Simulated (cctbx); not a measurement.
## Nd3Dy4Cu3: precision against data quality

Space group I-43d (no. 220), a = 9.9590 Å, b = 9.9590 Å, c = 9.9590 Å, α = 90.00°, β = 90.00°, γ = 90.00°.

```csv
atom,mult.,x,y,z,Ueq (Å²)
Dy1,16,0.1616,0.1616,0.1616,0.0042
Nd1,12,1/2,1/4,1/8,0.0074
Cu1,12,0,3/4,1/8,0.0133
```

This is a model crystal, built by substitution and not relaxed, with assumed displacement parameters.

Five simulated data sets (cctbx; Ag Kα, λ = 0.56087 Å; 1.5 % proportional error) differ in resolution or exposure (noise floor 4 counts in the first three, 8 in the last two). Each is refined with the right model, isotropic at 1.1 Å and anisotropic otherwise. How do the figures of merit and the uncertainties move?

| d min (Å) | top counts | ⟨I/σ⟩ (unmerged, absences included) | unique | param. (scale apart) | Rint | R1 | GooF | largest s.u. xyz (fractional) | s.u. U of Cu1 (Å²) | largest error (Å) |
| --- | --- | --- | --- | --- | --- | --- | --- | --- | --- | --- |
| 1.1 | 20000 | 15.7 | 64 | 4 | 0.017 | 0.0038 | 1.30 | 0.00002 | 0.0003 | 0.0007 |
| 0.84 | 20000 | 14.4 | 149 | 7 | 0.019 | 0.0025 | 0.73 | 0.00001 | 0.0001 | 0.0003 |
| 0.6 | 20000 | 11.7 | 404 | 7 | 0.022 | 0.0038 | 0.97 | 0.00000 | 0.0001 | 0.0000 |
| 0.75 | 300 | 1.2 | 208 | 7 | 0.239 | 0.0335 | 0.87 | 0.00009 | 0.0016 | 0.0009 |
| 0.75 | 3000 | 5.7 | 208 | 7 | 0.047 | 0.0081 | 0.87 | 0.00002 | 0.0003 | 0.0002 |

The number of reflections grows roughly as 1/d³: 64, 149 and 404 here. R1 follows the noise rather than the truth: at 300 counts it is 0.0335, at 3000 counts 0.0081, while GooF is 0.87 and 0.87: the weights 1/σ² carry the noise. The s.u. of U (U11 where anisotropic) for Cu1 goes 0.0003, 0.0001, 0.0001 Å² with resolution and 0.0016, 0.0003 Å² with exposure.

The 1.1 Å row also differs in its displacement model, so it isn't a clean test of resolution.

Hardware for the 0.6 Å refinement: 0.41 s on 1 thread of Arm Neoverse V2, with other jobs on the host, peak memory 0.09 GiB.

[Logs are printed without paths, hosts, clocks, repeated set-up lines and the standing remarks that a program may print on its own settings, such as how far it seeks lower states.]
